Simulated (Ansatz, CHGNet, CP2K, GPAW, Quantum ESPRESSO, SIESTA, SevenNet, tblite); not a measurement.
## Quantum ESPRESSO on C(111) slab, H on the bottom face (80 atoms): settings compared

How far do other settings of Quantum ESPRESSO move the forces in C(111) slab, H on the bottom face (80 atoms)? One run of the same program serves as the yardstick.

Main program and level: Quantum ESPRESSO 7.5; the method is named at each step.

### Step 1. The starting structure

The cell holds 80 atoms: 64 C and 16 H. Cell: a = 10.089 Å, b = 10.089 Å, c = 15.664 Å, α = 90.0°, β = 90.0°, γ = 120.0°. It derives from C (diamond-structure). Diamond-structure C (a = 3.567 Å), (111) slab of 4 atomic planes, 4 x 4 surface cells, H on the broken bonds of the bottom face, 12 Å of vacuum; displaced by a Gaussian of 0.02 Å. Then every atom was moved at random, 0.05 Å r.m.s. a Cartesian component (hydrogen 0.6 of that). Regions: slab, 64 atoms (64 C); hydrogen, 16 atoms (16 H). Vacuum lies along c.

The yardstick, on the same geometry:

* method: Kohn-Sham DFT, PBE, SSSP efficiency 1.3.0 pseudopotentials, plane waves (Quantum ESPRESSO 7.5); sssp-pbe-1.3.0-efficiency, cutoffs 45/360 Ry, Γ point
* r.m.s. force component: 2.005 eV/Å
* longest force: 7.446 eV/Å
* time: 2.7 min on 4 MPI ranks of Intel Xeon at 2.30GHz, shared host
* CPU time: 10 min

### Step 2. PBE, gbrv-1.5, 40/200 Ry

Method: Kohn-Sham DFT, PBE, GBRV 1.5 ultrasoft pseudopotentials, plane waves.

File pw.in:

```
&control
  calculation = 'scf'
  pseudo_dir = './pseudo'
  outdir = './tmp'
  disk_io = 'none'
  tprnfor = .true.
/
&system
  ibrav = 0
  nat = 80
  ntyp = 2
  ecutwfc = 40
  ecutrho = 200
  nosym = .true.
  occupations = 'smearing'
  smearing = 'fd'
  degauss = 0.003675
/
&electrons
  conv_thr = 4.0e-07
  electron_maxstep = 100
  mixing_beta = 0.2
  mixing_mode = 'local-TF'
  diagonalization = 'david'
/
ATOMIC_SPECIES
C 12.011 C.upf
H 1.008 H.upf
CELL_PARAMETERS angstrom
10.08900 0.00000 0.00000
-5.04450 8.73733 0.00000
0.00000 0.00000 15.66426
ATOMIC_POSITIONS crystal
C 0.33323 0.92012 0.48612
C 0.25078 0.00094 0.45298
C 0.17480 0.83696 0.62009
C 0.33752 0.91478 0.58576
C 0.33679 0.66547 0.48598
C 0.25229 0.75159 0.45481
C 0.16265 0.57567 0.61469
C 0.32500 0.67213 0.58573
C 0.58204 0.91361 0.48443
C 0.49789 0.99767 0.45205
C 0.40069 0.83242 0.61901
C 0.58047 0.91652 0.58506
C 0.33184 0.41501 0.48562
C 0.24836 0.50427 0.45172
C 0.16125 0.33219 0.61878
C 0.33640 0.41166 0.57728
C 0.58710 0.66940 0.48454
C 0.50254 0.75157 0.45360
C 0.42425 0.58512 0.61342
C 0.59524 0.67009 0.59063
C 0.83275 0.91547 0.48567
C 0.74804 0.99988 0.45220
C 0.66302 0.82844 0.61669
C 0.83465 0.91171 0.58053
C 0.33539 0.16275 0.48191
C 0.24885 0.25069 0.45184
C 0.16807 0.08427 0.61406
C 0.33166 0.16623 0.57646
C 0.58480 0.41763 0.48625
C 0.50213 0.49844 0.45178
C 0.42264 0.33124 0.61509
C 0.58757 0.42531 0.58156
C 0.83521 0.66955 0.48430
C 0.75256 0.75218 0.45311
C 0.66891 0.59430 0.61641
C 0.83036 0.67065 0.57598
C 0.08364 0.91899 0.48558
C 0.99993 0.00181 0.45263
C 0.91673 0.82670 0.61890
C 0.07633 0.90927 0.58587
C 0.58214 0.16349 0.48470
C 0.49967 0.25011 0.45178
C 0.42565 0.08624 0.62041
C 0.58445 0.16757 0.58047
C 0.83116 0.41397 0.48364
C 0.75309 0.50380 0.45207
C 0.67167 0.32712 0.61627
C 0.82813 0.41830 0.58524
C 0.08138 0.66677 0.48522
C 0.99532 0.75035 0.45496
C 0.91378 0.59099 0.61618
C 0.07835 0.66752 0.58876
C 0.83404 0.16632 0.48540
C 0.75304 0.25434 0.45120
C 0.66433 0.08705 0.61169
C 0.83894 0.16304 0.59140
[... 20 atom lines left out ...]
H 0.00143 0.74878 0.38255
H 0.75149 0.24909 0.38206
H 0.99611 0.49593 0.38326
H 0.00104 0.25007 0.38312
K_POINTS gamma
```

The run is started by

```console
$ OMP_NUM_THREADS=1 mpirun -np 2 pw.x -in pw.in > output.txt
```

Output:

```text
Program PWSCF
     gamma-point specific algorithms are used
     Parallelization info
     sticks:   dense  smooth     PW     G-vecs:    dense   smooth      PW
     Min        2498    2010    501               222579   159366   19970
     Max        2507    2011    502               222586   159377   19971
     Sum        5005    4021   1003               445165   318743   39941
     bravais-lattice index     =            0
     lattice parameter (alat)  =      19.0654  a.u.
     unit-cell volume          =    9318.2283 (a.u.)^3
     number of atoms/cell      =           80
     number of atomic types    =            2
     number of electrons       =       272.00
     number of Kohn-Sham states=          163
     kinetic-energy cutoff     =      40.0000  Ry
     charge density cutoff     =     200.0000  Ry
     scf convergence threshold =      4.0E-07
     mixing beta               =       0.2000
     number of iterations used =            8  local-TF  mixing
     Exchange-correlation=  SLA  PW   PBX  PBC
                           (   1   4   3   4   0   0   0)
     crystal axes: (cart. coord. in units of alat)
               a(1) = (   1.000000   0.000000   0.000000 )
               a(2) = (  -0.500000   0.866025   0.000000 )
               a(3) = (   0.000000   0.000000   1.552608 )
     reciprocal axes: (cart. coord. in units 2 pi/alat)
               b(1) = (  1.000000  0.577350 -0.000000 )
               b(2) = (  0.000000  1.154701  0.000000 )
               b(3) = (  0.000000 -0.000000  0.644078 )
     PseudoPot. # 1 for C :
     Pseudo is Ultrasoft + core correction, Zval =  4.0
     PseudoPot. # 2 for H :
     Pseudo is Ultrasoft, Zval =  1.0
     atomic species   valence    mass     pseudopotential
     C                 4.00    12.01100     C ( 1.00)
     H                 1.00     1.00800     H ( 1.00)
     No symmetry found
   Cartesian axes
     number of k points=     1  Fermi-Dirac smearing, width (Ry)=  0.0037
                       cart. coord. in units 2pi/alat
        k(    1) = (   0.0000000   0.0000000   0.0000000), wk =   2.0000000
     Dense  grid:   222583 G-vectors     FFT dimensions: (  90,  90, 135)
     Smooth grid:   159372 G-vectors     FFT dimensions: (  80,  80, 120)
     Initial potential from superposition of free atoms
     starting charge     271.9973, renormalised to     272.0000
     negative rho (up, down):  3.906E-03 0.000E+00
     Starting wfcs are  272 randomized atomic wfcs
     Self-consistent Calculation
     iteration #  1     ecut=    40.00 Ry     beta= 0.20
     negative rho (up, down):  1.876E-04 0.000E+00
     total energy              =    -751.91939606 Ry
     estimated scf accuracy    <       7.51181502 Ry
     iteration #  2     ecut=    40.00 Ry     beta= 0.20
     negative rho (up, down):  1.098E-07 0.000E+00
     total energy              =    -751.62934567 Ry
     estimated scf accuracy    <       5.24790095 Ry
     iteration #  3     ecut=    40.00 Ry     beta= 0.20
     total energy              =    -750.88730040 Ry
     estimated scf accuracy    <       3.89886920 Ry
     iteration #  4     ecut=    40.00 Ry     beta= 0.20
     total energy              =    -750.47428206 Ry
     estimated scf accuracy    <       2.04323800 Ry
     iteration #  5     ecut=    40.00 Ry     beta= 0.20
     total energy              =    -750.47752680 Ry
     estimated scf accuracy    <       0.80099627 Ry
     iteration #  6     ecut=    40.00 Ry     beta= 0.20
     total energy              =    -750.48319754 Ry
     estimated scf accuracy    <       0.46340433 Ry
[...]
negative rho (up, down):  6.515E-05 0.000E+00
[...]
negative rho (up, down):  2.095E-04 0.000E+00
[...]
negative rho (up, down):  1.022E-04 0.000E+00
[...]
total energy              =    -750.36827812 Ry
[...]
iteration # 33     ecut=    40.00 Ry     beta= 0.20
[...]
total energy              =    -750.36827757 Ry
     estimated scf accuracy    <       0.00000107 Ry
     iteration # 34     ecut=    40.00 Ry     beta= 0.20
     negative rho (up, down):  1.001E-03 0.000E+00
     total energy              =    -750.36827829 Ry
     estimated scf accuracy    <       0.00000100 Ry
     iteration # 35     ecut=    40.00 Ry     beta= 0.20
     negative rho (up, down):  1.039E-03 0.000E+00
     End of self-consistent calculation
          k = 0.0000 0.0000 0.0000 ( 19971 PWs)   bands (ev):
   -20.1314 -18.8697 -18.6920 -18.6019 -18.5564 -18.5484 -18.4812 -17.1268
   -16.1643 -16.0919 -15.9483 -15.8711 -15.7697 -15.6840 -15.6522 -15.5991
   -15.4919 -15.4247 -15.4009 -15.2861 -14.9409 -14.9015 -14.8793 -13.7606
   -13.5696 -13.5122 -13.2394 -13.1089 -12.9664 -12.9151 -12.8079 -12.6696
   -11.4241 -11.3107 -11.2126 -11.1134 -11.0334 -10.9594 -10.8611 -10.8035
   -10.7386 -10.6636 -10.6527 -10.5325 -10.4960  -9.9624  -9.8410  -9.7704
[...]
0.6110   0.6264   0.6631   0.6837   0.7087   0.7662   0.8181   0.8884
     3.1659   4.1946   4.2085   4.2679   4.2847   4.3048   4.3180   4.8870
     5.6046   5.8180   5.8473   6.0162   6.0997   6.1321   6.1802   6.2292
     6.2951   6.3205   6.3382
     the Fermi energy is     0.5810 ev
!    total energy              =    -750.36827836 Ry
     estimated scf accuracy    <       0.00000037 Ry
     smearing contrib. (-TS)   =      -0.03441426 Ry
     internal energy E=F+TS    =    -750.33386410 Ry
     The total energy is F=E-TS. E is the sum of the following terms:
     one-electron contribution =   -7494.41572600 Ry
     hartree contribution      =    3821.05663003 Ry
     xc contribution           =    -243.94901313 Ry
     ewald contribution        =    3166.97424499 Ry
     convergence has been achieved in  35 iterations
     negative rho (up, down):  1.039E-03 0.000E+00
     Forces acting on atoms (cartesian axes, Ry/au):
     atom    1 type  1   force =     0.04038426   -0.02353821   -0.06258616
     atom    2 type  1   force =    -0.00694815   -0.03233037    0.05631106
     atom    3 type  1   force =    -0.06206075   -0.05589895   -0.14555035
     atom    4 type  1   force =    -0.15462781    0.10912559    0.09462737
     atom    5 type  1   force =    -0.05837186    0.03833212   -0.05575447
     atom    6 type  1   force =    -0.03643187   -0.00257187   -0.00666101
[...]
atom   78 type  2   force =     0.00254291    0.00359666   -0.03204003
     atom   79 type  2   force =     0.00186340    0.01098655   -0.01247161
     atom   80 type  2   force =    -0.00284906   -0.00214050    0.00003301
     Total force =     1.217533     Total SCF correction =     0.000729
     Message from routine punch:
     Nothing written, as per user request (disk_io='none')
```

Wall time 3.6 min (2 MPI ranks of Intel Xeon at 2.30GHz, shared host); peak memory 1.2 GiB.

Banners, paths, timers and routine set-up lines are dropped from the logs unmarked, and long logs keep their key lines alone; longer cuts are marked.

Numbers from this run, and their distance from the reference:

| Quantity | Value |
| --- | --- |
| r.m.s. force component | 2.021 eV/Å |
| r.m.s. difference of force components | 51.16 meV/Å |
| longest difference of force vectors | 204.3 meV/Å |
| force difference over r.m.s. force | 2.552 % |
| slope of forces against the reference's | 1.008 |
| correlation of force components | 0.9997 |

Length of the force difference by element (eV/Å):

```csv
element,atoms,mean,most
C,64,0.052,0.20
H,16,0.13,0.19
```

Local excerpt of 11 atoms (numbers count through the whole input) about H66, picked at random; x, y, z are measured from there.

```
atom      x      y     z  distance (Å)  bonds     Fx     Fy  Fz (eV/Å)
 H66   0.00   0.00  0.00          0.00      1   0.25   0.08       1.04
  C6   0.06   0.01  1.15          1.15      4  -0.94  -0.07      -0.17
 C49  -1.24  -0.73  1.63          2.17      4   0.21   0.50      -0.33
  C1   0.02   1.48  1.64          2.21      4   1.04  -0.61      -1.61
  C5   1.34  -0.74  1.64          2.25      4  -1.50   0.99      -1.43
 H77  -2.46  -0.01  0.02          2.46      1  -0.21   0.15       0.50
 H65  -1.23   2.19  0.05          2.51      1   0.03  -0.29      -1.47
 H79  -1.24  -2.22  0.03          2.54      1   0.05   0.28      -0.32
 H69   2.56  -0.02  0.04          2.56      1   0.07   0.03      -0.61
 H68   1.30  -2.22  0.05          2.57      1   0.05   0.27      -1.98
 H67   1.30   2.23  0.02          2.58      1  -0.08  -0.34      -0.60
```

Forces lie 2.6 % from the reference's, at 0.68 times its CPU time (on 2 against 4 cores).

### Step 3. What came out

```json
{
 "force difference from the reference": "QE PBE, gbrv-1.5, 40/200 Ry, 2.6 %",
 "its CPU time": "7.1 min"
}
```

What this shows: PBE on plane waves or a grid with other potentials, cutoffs or grids differs from the reference by 2.6 % (QE PBE, gbrv-1.5, 40/200 Ry) of the r.m.s. force; this holds the reference's own error, so differences of a few per cent don't tell which side is nearer the exact PBE result. With short bonds to hydrogen, sets of potentials differ among themselves by several per cent in forces even at converged cutoffs, so the reference isn't exact here either. The runs have no spin polarisation, so any moments at edges, vacancies or dangling bonds can't form. The electronic-structure runs sample only Γ, in a cell whose shortest periodic width is 9 Å, which is coarse for a cell with partly filled levels.

[Also dropped from logs without a mark: logging warnings of Python, and SIESTA's first energy breakdown and zero terms.]

[Logs are printed without paths, hosts, clocks, repeated set-up lines and the standing remarks that a program may print on its own settings, such as how far it seeks lower states.]

[Hosts, paths, dates, database ids (printed as entryN), source tags and the programs' standing remarks are cut or masked in the printed files.]
